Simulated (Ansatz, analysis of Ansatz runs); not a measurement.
# Local vibrational mode of the B-H pair in alpha-quartz (r2SCAN), part 2 of 2

Subject: B-H pair in alpha-quartz. Wanted: its local vibrational mode, in one set-up (r2SCAN, 108-site cell, r2SCAN lattice, 500 eV, k: the single point 1/4 1/4 1/4). The model is a cell of 108 host atoms with B put on another atom's site and H put in between. The frequencies come from force constants among the defect atom and its neighbours, with the masses of the isotopes named. A meta-GGA costs about twice a GGA and mends lattice constants and part of the gap.

Ansatz 0.2.0; r2SCAN, 108-site cell, r2SCAN lattice, 500 eV, k: the single point 1/4 1/4 1/4.

So far: The starting structure; Relaxation, charge 0.

## 2. Relaxation, charge 0 (continued)

Level of this step: plane-wave PAW DFT, r2SCAN; relaxation of all atoms of a defect supercell (Ansatz).

Relaxation path:

```csv
step,energy less that of the first step (eV),largest force component (eV/Å)
1,0.0000,10.5315
2,-3.0104,4.7721
3,-4.3035,1.6471
4,-4.6394,0.8691
5,-4.7985,0.4416
6,-4.9211,1.0387
7,-5.0344,0.8691
8,-5.1452,0.5006
9,-5.2210,0.3256
10,-5.2539,0.1607
11,-5.2543,0.3391
12,-5.2642,0.0661
13,-5.2649,0.1282
14,-5.2654,0.0542
15,-5.2659,0.0209
16,-5.2660,0.0102
17,-5.2660,0.0111
18,-5.2660,0.0088
```

The atoms that moved most (Å, from the sites as typed, ahead of the random displacement, the mean shift of all atoms taken out):

```csv
atom,dx,dy,dz,length
H109,0.803,-1.044,0.503,1.410
O88,-0.138,0.292,0.004,0.323
O89,-0.085,0.115,-0.228,0.269
O32,0.202,0.048,-0.030,0.209
B83,-0.056,0.165,-0.074,0.190
O90,-0.114,-0.059,-0.077,0.150
O81,0.086,0.045,-0.108,0.145
O18,-0.079,-0.036,0.107,0.138
```

Neighbours of the ideal centre at the end:

```csv
atom,distance (Å)
B83,1.041
O32,1.323
H109,1.705
O88,1.728
O89,1.777
O33,1.794
Si28,2.712
Si30,3.050
```

Neighbours of the added atoms: H109: O32 0.96, Si28 2.23, O71 2.36 Å.

Read from the output:

- free energy: -63615.1139 eV

The relaxation ends 48 meV an atom lower than the displaced start, with a largest force component of 0.0088 eV/Å.

## 3. Local vibrational modes

A local mode lives on the defect and the atoms next to it, so only the sites listed in the input are displaced, which costs far fewer SCF runs than the whole cell would.

This step: plane-wave PAW DFT, r2SCAN; finite-displacement force constants among the atoms nearest to a defect, the others at rest.

The input, modes/input.yaml:

```yaml
crystal:
  lattice:
    - [9.8440549, 0.0, 0.0]
    - [-7.38304118, 12.78780244, 0.0]
    - [0.0, 0.0, 10.83028533]
  atoms:
    - { symbol: Si, position: [0.232576983, -0.001507412, 0.332691015] }
    - { symbol: Si, position: [-0.001124834, 0.15643063, 0.168667193] }
[... 25 atom lines left out ...]
    - { symbol: Si, position: [0.23149068, 0.329231188, 0.836934467] }
[... 1 atom line left out ...]
    - { symbol: Si, position: [0.27311805, 0.512759564, 0.503951772] }
    - { symbol: O, position: [0.209989839, 0.423930902, 0.887192365] }
    - { symbol: O, position: [0.368114195, 0.368350886, 0.731968345] }
    - { symbol: O, position: [0.43585624, 0.53237364, 0.561175865] }
    - { symbol: O, position: [0.138957801, 0.475263362, 0.609143862] }
[... 48 atom lines left out ...]
    - { symbol: B, position: [0.541471122, 0.532702164, 0.643063607] }
    - { symbol: Si, position: [0.764343205, 0.51489999, 0.500656301] }
[... 3 atom lines left out ...]
    - { symbol: O, position: [0.637714, 0.493884517, 0.607859671] }
    - { symbol: O, position: [0.570287924, 0.585895626, 0.753126968] }
[... 10 atom lines left out ...]
    - { symbol: Si, position: [0.729134149, 0.666888503, 0.825183516] }
[... 8 atom lines left out ...]
    - { symbol: H, position: [0.448237316, 0.349950926, 0.745035002] }
basis:
  ecutwfc: 500
  xc_grid: 2
hamiltonian:
  xc: r2scan
kpoints:
  mp_grid: { grid: [1, 1, 1], shift: [0.25, 0.25, 0.25] }
scf:
  occupations: { method: fermi_dirac, width: 0.01 }
  max_iter: 120
output: {}
checkpoint:
  read: "../relax.run"
phonons:
  supercell: [1, 1, 1]
  displaced_sites: [27, 31, 70, 87, 108]
```

Launch:

```
ansatz run input.yaml --threads 4 --pin off --max-ram 7536MiB --backend cpu --events-out ev --progress --plain --runs-dir out
```

Numbers of over 12 decimals in the logs are rounded to 6 here.

The log of the run:

```text
[...]
Warning: basis.xc_grid 2: finite-displacement phonons take 5 at the least, and a number is run as typed, so the frequencies can be off [figures from the program's tests cut]
[...]
Crystal: 109 atoms, lattice volume = 1363.358 Å³
Basis set: ecut = 500 eV, 34583 PW (Γ), exchange–correlation on 144×216×160 points (8 copies of the dense FFT grid, shifted against one another)
Bands: 397, of which v1, the nominal top of the filled ones, is band 288 counted from 1 (287 counted from 0)
Symmetry: 1 space group operations
k-points: 1
[...]
Stability of the state it starts from, as read at its close in the unpolarized treatment: not read negative (Ritz values of 1 − χ₀K, real part plus size of imaginary part, from 0.96 to 1.1, by its mixing steps under no symmetry)
[...]
symmetry images taken by strict's conditions (phonons.symmetry_images: auto; settled by no image being taken that strict refuses)
  force constants formed among 5 of 109 sites (Si 27, O 31, O 70, O 87, H 108); the other 104 at rest. The modes move the named sites alone.
  the frequencies, the zero-point energy and the sums are of the block with the acoustic sum rule laid on its rows. Row sums over every site: 4.1e-2 eV/Å² at the most
  transpose residual: 5.6e-4 eV/Å²
  largest component of a force at the reference: 8.8e-3 eV/Å on a named site, 6.6e-3 eV/Å on a site at rest
  frequencies among the named sites at Γ of the cell (cm⁻¹): 230.57 247.91 310.36 344.16 385.62 406.56 457.84 487.55 667.33 703.15 890.59 954.11 994.27 1004.84 3769.47
  unstable modes among the named sites: 0
  frequencies as built, with no sum rule (cm⁻¹): 230.54 247.82 309.85 344.23 385.26 406.07 457.06 487.53 667.20 703.07 890.65 954.20 994.11 1004.94 3768.66
  zero-point energy: 0.734875 eV/cell   skipped modes (ω ≤ 0): 0
  not written: the harmonic force-constant file, the file of eigenvectors (these modes' are written with the force constants), the density of states and the dispersion, which are of every site
[key lines of the parts left out:]
SCF converged after 2 iterations
Free energy (F): -63615.113921 eV
Fermi energy:    5.680916 eV
```

It took 13 min on 4 threads of Intel Xeon Platinum 8488C (Sapphire Rapids), shared host; peak memory 4 GiB.

Read from the output:

```
free energy : -63615.1139 eV
```

The modes with the largest weight on the probed atoms (the light atom of a pair), for the masses of each isotope. Modes of the displaced atoms (local only where they lie over the host's phonons):

```csv
isotopes,mode (cm⁻¹),share of the defect atoms
H,3770,0.941
H,954.2,0.61
H,406.6,0.597
D,2745,0.886
D,292.4,0.511
D,223,0.467
```

## 4. Outcome

```yaml
distance_from_the_defect_atom_to_its_nearest_neighbour: 0.964 Å
o_h_stretch_1h: 3770 cm⁻¹
time_of_the_whole_chain: 20 min on 4 threads
```

**Reading.** O-H stretch, 1H: computed 3770 cm⁻¹, measured 3595 cm⁻¹; 175 cm⁻¹ (5 %) above the measurement. The computed value is harmonic, while the measured line is the anharmonic fundamental, which for X–H stretches usually lies a few per cent lower. Only the named neighbours move, so modes near the host's band are approximate.

[Logs are printed without paths, hosts, clocks, repeated set-up lines and the standing remarks that a program may print on its own settings, such as how far it seeks lower states.]

[Hosts, paths, dates, database ids (printed as entryN), source tags and the programs' standing remarks are cut or masked in the printed files.]

[For some hosts the program warned that the k-mesh of the response run may be too coarse for force constants and the static dielectric constant; such warnings are not shown here.]
